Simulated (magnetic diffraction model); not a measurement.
**Magnetic neutron pattern of ErOs₂Pb₂**

Space group I4/mmm (no. 139), a = 4.5370 Å, c = 11.3420 Å.

```
site  atom    x    y       z
  4e    Pb  1/2  1/2  0.1268
  4d    Os  1/2    0     1/4
  2a    Er    0    0       0
```

This is a made-up structure (elements placed in a structure type, unrelaxed), so the numbers test the method and describe no known phase.

Only Er is taken to order (form factors of Er3+); orders and moment sizes are assumed, and not adapted to the symmetry. Radiation: neutrons of λ = 1.8 Å, 3° to 70°; isotropic B of 0.17 Å² (Pb), 0.24 Å² (Os) and 0.18 Å² (Er). Simulated constant-wavelength pattern: nuclear and magnetic terms add, the magnetic one as |2.695 fm × Σ f S⊥ exp(2πi Q·r) exp(−B s²)|², summed over all Q at one angle with the factor 1/(sin²θ cos θ). For collinear order S is the moment m, which repeats by lattice and centring translations R with the sign exp(−2πi k·R). Free-ion form factors, Sears's scattering lengths of 1992, no absorption; a label names one of the reflections at its angle. The strongest nuclear line in the range is 100, and lines under 0.2 are left out.

Assume the order k = (0 0 1), collinear moments along [110], 6.5 μB on Er.

Predict the pattern, nuclear and magnetic parts apart.

```
2θ (°)    index  nuclear  magnetic
  9.10  (0 0 1)      0.0     145.1
 18.26  (0 0 2)     23.8       0.0
 22.88  (1 0 0)      0.0      21.8
 24.67  (1 0 1)      7.7       0.0
 27.54  (0 0 3)      0.0      14.6
 29.43  (1 0 2)      0.0      35.2
 32.58  (1 1 0)      2.2       0.0
 33.90  (1 1 1)      0.0      19.9
 36.10  (1 0 3)     60.6       0.0
 37.01  (0 0 4)      3.3       0.0
 37.61  (1 1 2)    100.0       0.0
 43.18  (1 1 3)      0.0      15.2
 43.96  (1 0 4)      0.0      17.6
 46.75  (2 0 0)     94.3       0.0
 46.75  (0 0 5)      0.0       4.4
 47.73  (2 0 1)      0.0       8.8
 50.13  (1 1 4)     76.0       0.0
 50.59  (2 0 2)     14.0       0.0
 52.66  (2 1 0)      0.0       6.7
 52.66  (1 0 5)     27.6       0.0
 53.56  (2 1 1)      3.8       0.0
 55.12  (2 0 3)      0.0       7.5
 56.21  (2 1 2)      0.0      12.7
 56.86  (0 0 6)      2.2       0.0
 58.15  (1 1 5)      0.0       8.7
 60.45  (2 1 3)     49.7       0.0
 61.07  (2 0 4)      5.6       0.0
 62.10  (1 0 6)      0.0       8.2
 66.11  (2 1 4)      0.0      10.2
 67.09  (1 1 6)     42.2       0.0
 67.48  (0 0 7)      0.0       1.8
 68.26  (2 2 0)     51.2       0.0
 68.26  (2 0 5)      0.0       5.3
 69.03  (2 2 1)      0.0       3.5
```

The strongest magnetic line in the range is (0 0 1) at 9.10° (145.1). On top of the Lorentz factor, which all lines share, magnetic lines fade with angle because f falls: for Er3+ it is 0.96, 0.86, 0.73 and 0.47 at sin θ/λ = 0.1, 0.2, 0.3 and 0.5 Å⁻¹, while nuclear lengths stay constant. The order has no net moment.

[Logs are printed without paths, hosts, clocks, repeated set-up lines and the standing remarks that a program may print on its own settings, such as how far it seeks lower states.]
